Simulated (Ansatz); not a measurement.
# WS2 (Tungstenite): a many-body input that goes wrong, and its mend

A first try at the G0W0 gap of WS2 (Tungstenite), what the program said, and an input that works.

Calculated with Ansatz 0.2.0; G0W0 on PBE, plane waves, PAW.

### 1. Starting point

It takes space group P6_3/mmc (No. 194, hexagonal). Conventional cell: a = 3.153 Å, b = 3.153 Å, c = 12.323 Å, α = 90.00°, β = 90.00°, γ = 120.00°. Nearest to W lie 6 S at 2.40 Å. Nearest to S lie 3 W at 2.40 Å. Farther neighbours and most contacts between anions are not listed.

Coordinates:

```cif
data_structure
_symmetry_space_group_name_H-M 'P 1'
_symmetry_Int_Tables_number 1
_cell_length_a 3.1532
_cell_length_b 3.1532
_cell_length_c 12.3230
_cell_angle_alpha 90.000
_cell_angle_beta 90.000
_cell_angle_gamma 120.000
_cell_volume 106.11
loop_
_atom_site_label
_atom_site_type_symbol
_atom_site_fract_x
_atom_site_fract_y
_atom_site_fract_z
_atom_site_occupancy
W1 W 0.33333 0.66667 0.25000 1
W2 W 0.66667 0.33333 0.75000 1
S3 S 0.33333 0.66667 0.62250 1
S4 S 0.66667 0.33333 0.12250 1
S5 S 0.33333 0.66667 0.87750 1
S6 S 0.66667 0.33333 0.37750 1
```

The cell and positions come from the Crystallography Open Database and are kept as given unless a step says otherwise. Spin-orbit coupling is left out unless a step names it. The default PAW set here is soft_2. Its files were made with PBE.

### 2. First try

Contents of input.yaml:

```yaml
crystal:
  lattice:
    - [3.1532, 0.0, 0.0]
    - [-1.5766, 2.7307513032, 0.0]
    - [0.0, 0.0, 12.323]
  atoms:
    - { symbol: W, position: [0.3333333333, 0.6666666667, 0.25] }
    - { symbol: W, position: [0.6666666667, 0.3333333333, 0.75] }
    - { symbol: S, position: [0.3333333333, 0.6666666667, 0.6225] }
    - { symbol: S, position: [0.6666666667, 0.3333333333, 0.1225] }
    - { symbol: S, position: [0.3333333333, 0.6666666667, 0.8775] }
    - { symbol: S, position: [0.6666666667, 0.3333333333, 0.3775] }
kpoints:
  mp_grid: { grid: [1, 1, 1] }
hamiltonian:
  xc: pbe
scf:
  occupations: { method: fixed }
gw:
  n_empty_bands: 172
  ecut_chi: 80
  qp_bands: [v2, c2]
  qp_kpoints: band_edges
  screening: { model: contour_deformation }
```

Command:

```sh
$ ansatz run input.yaml --threads 2 --pin off --max-ram 92160MiB --backend cuda --events-out ev --progress --plain --runs-dir out --devices 1 --max-vram 13GiB  # rebuilt from the run's record
```

Numbers of over 12 decimals in the logs are rounded to 6 here.

Output:

```text
GPUs: using 1 of 1 available (devices: 1).
Engine: ansatz 0.2.0, x86_64-unknown-linux-gnu
Pseudopotentials: kind: paw
Pseudopotential: W, paw, valence charge 14, recommended cutoff 420 eV (normal), W.paw.azcp
Pseudopotential: S, paw, valence charge 6, recommended cutoff 420 eV (normal), S.paw.azcp
Functional definition: PBE
  parameter kappa = 0.804
  parameter beta = 0.066725
  exchange = pbe_x(kappa = kappa, mu = beta*pi^2/3)
  correlation = pbe_c(beta = beta)
device memory: the entry about to start is reckoned to put 0.7 GiB on a device that reports 64.5 GiB free (of which the cap on the GPU budget leaves the run 13.0 GiB)
GPU FFT provider: cuFFT
GPU libraries: cuBLAS 13.8.2, cuFFT 12.4.0, cuSOLVER 12.3.4
Crystal: 6 atoms, lattice volume = 106.108 Å³
Basis set: ecut = 420 eV, 2057 PW (Γ)
Bands: 32, of which v1, the nominal top of the filled ones, is band 26 counted from 1 (25 counted from 0)
Symmetry: 24 space group operations
Space group: P63/mmc (ITA 194), of the structure as read, at distance tolerance 4.7e-5 Å
k-points: 1
Non-local potential: W, projectors of the file, l = 0: 3, l = 1: 2, l = 2: 2, l = 3: 1
Non-local potential: S, projectors of the file, l = 0: 2, l = 1: 2, l = 2: 2
PAW form: soft (Blöchl's): semilocal exchange-correlation on the pseudo side does not see the compensation charge
PAW one-centre angular grid: W, 590 points (default); XC on 64 Gauss nodes
PAW one-centre angular grid: S, 110 points (default); XC on 64 Gauss nodes
Initial density: superposition of atomic densities (neutral atoms: chi_scale 0, normalization atom), corrected by the library's trained network
Initial wavefunctions: pseudopotential atomic-orbital guess
GPU buffer pool allocated for 51840 grid points (all kernels)
GPU transforms: local potential and band sums: pruned to the plane-wave sphere, on 24×24×81
Functional: x = pbe(κ = 0.804, μ = 0.219515), c = pbe(β = 0.066725)
SCF iter   1: F=—  HF=-24368.029062 eV  |F-HF|=—  |Δ(HF+E_count)|=         —  Δρ=1.02e-1  dr2=2.85e1  ethr=1.77e-3  ⟨swp⟩=5.0  Hψ=130  notcnv=0
preconditioner: auto → Resta (q_TF=auto, 2.423 Å⁻¹)  ε∞=8.3  [insulator: Δε(μ)=2.313 eV  Ē_g=8.015 eV  n_scr=26 (ndim 8)  ℏωp=21.6 eV  f_vac=0.016  ε∞_Penn≈8.3]
SCF iter   2: F=—  HF=-24365.192546 eV  |F-HF|=—  |Δ(HF+E_count)|=    2.84e0  Δρ=5.94e-2  dr2=5.78e0  ethr=1.77e-3  ⟨swp⟩=4.0  Hψ=81  notcnv=0  defer=4
SCF iter   3: F=—  HF=-24364.467347 eV  |F-HF|=—  |Δ(HF+E_count)|=   7.25e-1  Δρ=2.60e-2  dr2=6.85e-1  ethr=1.77e-3  ⟨swp⟩=3.0  Hψ=64  notcnv=0
SCF iter   4: F=—  HF=-24364.457531 eV  |F-HF|=—  |Δ(HF+E_count)|=   9.82e-3  Δρ=5.17e-3  dr2=3.85e-2  ethr=1.32e-3  ⟨swp⟩=2.0  Hψ=56  notcnv=0
SCF iter   5: F=—  HF=-24364.460561 eV  |F-HF|=—  |Δ(HF+E_count)|=   3.03e-3  Δρ=1.84e-3  dr2=8.47e-3  ethr=7.40e-5  ⟨swp⟩=2.0  Hψ=48  notcnv=0  defer=4
SCF iter   6: F=—  HF=-24364.462265 eV  |F-HF|=—  |Δ(HF+E_count)|=   1.70e-3  Δρ=5.97e-4  dr2=1.14e-3  ethr=1.63e-5  ⟨swp⟩=3.0  Hψ=52  notcnv=0  defer=4
SCF iter   7: F=—  HF=-24364.462394 eV  |F-HF|=—  |Δ(HF+E_count)|=   1.29e-4  Δρ=1.40e-4  dr2=5.72e-5  ethr=2.19e-6  ⟨swp⟩=2.0  Hψ=44  notcnv=0  defer=4
SCF iter   8: F=—  HF=-24364.462395 eV  |F-HF|=—  |Δ(HF+E_count)|=   1.01e-6  Δρ=2.56e-5  dr2=8.01e-7  ethr=1.10e-7  ⟨swp⟩=2.0  Hψ=54  notcnv=0  defer=2
SCF iter   9: F=-24364.462396 eV  HF=-24364.462396 eV  |F-HF|=1.40e-8  |Δ(HF+E_count)|=   3.60e-7  Δρ=4.78e-6  dr2=2.64e-8  ethr=1.92e-10  ⟨swp⟩=8.0  Hψ=119  notcnv=0
SCF 1 converged in 9 iterations: F = -24364.462396 eV  dr2 = 2.64e-8
[...]
device memory: the entry about to start is reckoned to put 0.8 GiB on a device that reports 65.1 GiB free (of which the cap on the GPU budget leaves the run 13.0 GiB)
NSCF: frozen V_eff on 1 k-points
[...]
device memory: the entry about to start is reckoned to put 1.4 GiB on a device that reports 65.1 GiB free (of which the cap on the GPU budget leaves the run 13.0 GiB)
NSCF: frozen V_eff on 1 k-points
G₀W₀ screening: q 1/1
G₀W₀ self-energy: k 1/1
device memory: the entry about to start is reckoned to put 0.5 GiB on a device that reports 64.4 GiB free (of which the cap on the GPU budget leaves the run 13.0 GiB)
NSCF: frozen V_eff on 1 k-points
device memory: the entry about to start is reckoned to put 0.5 GiB on a device that reports 64.3 GiB free (of which the cap on the GPU budget leaves the run 13.0 GiB)
NSCF: frozen V_eff on 1 k-points
device memory: the entry about to start is reckoned to put 0.5 GiB on a device that reports 63.4 GiB free (of which the cap on the GPU budget leaves the run 13.0 GiB)
NSCF: frozen V_eff on 1 k-points
device memory: the entry about to start is reckoned to put 0.5 GiB on a device that reports 63.3 GiB free (of which the cap on the GPU budget leaves the run 13.0 GiB)
NSCF: frozen V_eff on 1 k-points
device memory: the entry about to start is reckoned to put 0.5 GiB on a device that reports 61.3 GiB free (of which the cap on the GPU budget leaves the run 13.0 GiB)
NSCF: frozen V_eff on 1 k-points
device memory: the entry about to start is reckoned to put 0.5 GiB on a device that reports 61.4 GiB free (of which the cap on the GPU budget leaves the run 13.0 GiB)
NSCF: frozen V_eff on 1 k-points
SCF converged after 9 iterations
Free energy (F): -24364.462396 eV
Harris-Foulkes:  -24364.462396 eV  (|F-HF|=1.40e-8)
Internal energy: -24364.462396 eV  (E = F + TS)
E sigma→0 (E₀):  -24364.462396 eV
Fermi energy:    12.609883 eV
--- Per-component energies (eV) ---
  E_band       = -301.580741
  E_kinetic    = 1376.695800
  E_local      = -3562.694289  (includes V_loc(G=0)·N_el)
  E_nonlocal   = 115.654584
  E_hartree    = 1438.690272
  E_xc         = -929.079896
  E_vxc        = -836.427375  (∫ρ·V_xc dr)
  E_paw        = -19528.963797  (= ΣΔE_a)
  E_vpaw       = -272.195682  (= ΣTr[D̂ρ^β])
  E_aug_tail   = -0.000128  (compensation charges beyond the density's cutoff)
  E_ewald      = -3274.764942
  E_smearing   = -0.000000  (= −TS)
  E_closure    = -0.000000  (closes the sum)
  Σ components = -24364.462396   (vs F -24364.462396, Δ=0.00e0)
--- Band table (eV) ---
  k-point 0: bands = [... 22 lower, 10.1586, 10.5312, 11.4188, 12.6099, 14.5748, 14.5748, 14.6937, 14.6937, ... 2 higher]
--- G₀W₀: contour deformation, 6 samples at zero and on the imaginary axis and 1 off it, 1 q-point, 172 empty bands' worth ---
  eigenvalues of the whole cell's RPA ε∞ on this k-mesh (on a slab, of 1 + 4πα/V) = 5.0351, 27.9493, 27.9493; static W/v taken at q = 0 is 1.138855
  gw.qp_kpoints: band_edges: 1 of 1 stored k-point solved, in 1 pass; an edge of the gap read off the rows below is read off those points alone
    ik  band        ε_KS         Σx   Σc(E_QP)       V_xc       Z   E_QP_lin       E_QP  E_QP is
     0    25     11.4188   -19.1711     2.8451   -16.5748  0.7006    11.6651    11.6676  root
     0    26     12.6099   -19.4030     1.5745   -18.4262  0.7313    13.1981    13.2076  root
     0    27     14.5748   -14.9840    -3.0717   -18.2232  0.7125    14.7433    14.7424  root
     0    28     14.5748   -14.9840    -3.0717   -18.2232  0.7125    14.7433    14.7424  root
```

It took 4.1 s on 1 × NVIDIA H100 80GB HBM3 (shared by 6 runs) with 2 threads of AMD EPYC 7R13 (Zen 3), shared host; peak memory 1 GiB; 4.5 s of CPU time.

In the SCF lines HF is the Harris–Foulkes energy and dr2 the Hartree energy of the density residual, in eV; the loop may stop once dr2 is under the threshold and the program's other checks hold. Hψ counts applications of the Hamiltonian.

**Diagnosis.**

The run ended normally, though the input holds a fault or crude settings.

The fault: G0W0 on a mesh far too coarse. So few points can't sample the density or the screening, and the band edges may lie elsewhere in the zone.

It printed a gap of 1.53 eV, which is an artefact of the settings.

### 3. A better input

G0W0 replaces the xc potential by the self-energy, built once from these orbitals. Only a window of levels is corrected, while the sums run over the empty bands that the input names.

Changes to input.yaml since step 2:

```diff
@@ -13,3 +13,3 @@
 kpoints:
-  mp_grid: { grid: [1, 1, 1] }
+  mp_grid: { grid: [6, 6, 2] }
 hamiltonian:
@@ -19,4 +19,4 @@
 gw:
-  n_empty_bands: 172
-  ecut_chi: 80
+  n_empty_bands: 316
+  ecut_chi: 120
   qp_bands: [v2, c2]
```

Output:

```text
GPUs: using 1 of 1 available (devices: 1).
[...]
GPU FFT provider: cuFFT
GPU libraries: cuBLAS 13.8.2, cuFFT 12.4.0, cuSOLVER 12.3.4
Crystal: 6 atoms, lattice volume = 106.108 Å³
Basis set: ecut = 420 eV, 2057 PW (Γ)
Bands: 32, of which v1, the nominal top of the filled ones, is band 26 counted from 1 (25 counted from 0)
[... 1 set-up line as in the run before ...]
[...]
k-points: 14 of 72
[...]
GPU buffer pool allocated for 51840 grid points (all kernels)
[...]
SCF iter   1: F=—  HF=-24382.730793 eV  |F-HF|=—  |Δ(HF+E_count)|=         —  Δρ=5.24e-3  dr2=1.40e-2  ethr=1.77e-3  ⟨swp⟩=5.0  Hψ=1824  notcnv=0  defer=34
[...]
SCF iter   6: F=-24382.740073 eV  HF=-24382.740073 eV  |F-HF|=3.11e-8  |Δ(HF+E_count)|=   2.32e-7  Δρ=5.46e-6  dr2=4.66e-8  ethr=1.92e-10  ⟨swp⟩=6.0  Hψ=1449  notcnv=0
SCF 1 converged in 6 iterations: F = -24382.740073 eV  dr2 = 4.66e-8
[...]
0    25     10.5463   -18.2760     1.0484   -16.9847  0.7516    10.3023    10.3033  root
     0    26     11.7724   -19.4998     0.5300   -18.8127  0.7572    11.6151    11.6154  root
     0    27     14.0831   -13.7635    -4.2710   -18.4151  0.7581    14.4662    14.4638  root
     0    28     14.0831   -13.7635    -4.2710   -18.4151  0.7581    14.4662    14.4638  root
     1    25     11.4543   -19.2051     0.7940   -18.2106  0.7575    11.2533    11.2538  root
     1    26     11.4543   -19.2051     0.7940   -18.2106  0.7575    11.2533    11.2538  root
     1    27     14.0758   -13.7199    -4.2469   -18.3391  0.7575    14.4504    14.4481  root
     1    28     14.0758   -13.7199    -4.2469   -18.3391  0.7575    14.4504    14.4481  root
[...]
13    25     11.1204   -18.8566     0.5845   -18.0821  0.7601    10.9300    10.9304  root
    13    26     11.1204   -18.8566     0.5845   -18.0821  0.7601    10.9300    10.9304  root
    13    27     13.0734   -15.7503    -3.8683   -19.9259  0.7584    13.3820    13.3808  root
    13    28     13.0734   -15.7503    -3.8683   -19.9259  0.7584    13.3820    13.3808  root
[key lines of the parts left out:]
SCF converged after 6 iterations
Free energy (F): -24382.740073 eV
Fermi energy:    11.772355 eV
```

Elapsed: 17 s, on 1 × NVIDIA H100 80GB HBM3 (shared by 6 runs) with 2 threads; peak memory 1.5 GiB; 22 s of CPU time.

Numbers from this step:

| Item | Value |
| --- | --- |
| bands summed | 342 |
| RPA ε∞ on this mesh (eigenvalues) | 5.922, 13.98, 13.98 |
| plane waves in the screening matrix | 317 |
| q-points in the mesh | 72 |
| G0W0 gap on the mesh | 1.349 eV |
| k of the valence top | 0, 0, 0 |
| k of the conduction bottom | 0.1667, 0.1667, 0 |
| starting gap on the mesh | 0.9775 eV |
| Z at the valence top | 0.7572 |
| Z at the conduction bottom | 0.7683 |
| least direct G0W0 gap on the computed points | 2.318 eV |

The gap on the mesh goes from 0.98 eV to 1.35 eV, a correction of +0.37 eV. Between the two edge states, bare exchange in place of the xc potential would open the gap by 4.62 eV, and correlation takes back 4.25 eV.

### 4. What came out

- first try: converged after 4.1 s
- better run: G0W0 gap on the mesh 1.35 eV (6×6×2 mesh, 316 empty bands, screening to 120 eV)

What this shows: The second run differs in: mesh, empty bands and screening cutoff (eV). Bands and cutoff are finite, so the gap is not at the basis limit. The miss can reach some tenths of an eV and take either sign; the mesh is an error of its own. The 6×6×2 mesh is coarse for this cell (its supercell is 19 Å along the shortest edge). The RPA ε∞ on it, from the PBE start, is 5.92 and 13.98; such meshes misread the long-range screening, most where the gap is narrow. The many-body steps are scalar-relativistic: spin-orbit coupling is not in them.

[Paths, hosts, dates, memory and timing lines, banners, echoed tables and standing remarks are left out of the program output.]

[Logs are printed without paths, hosts, clocks, repeated set-up lines and the standing remarks that a program may print on its own settings, such as how far it seeks lower states.]

[Runs of the session that timed out or met a known fault of the program may be left out.]

[Cells called generated may have been cut or substituted from an entry of the Crystallography Open Database or the Materials Project.]

[Hosts, paths, dates, database ids (printed as entryN), source tags and the programs' standing remarks are cut or masked in the printed files.]
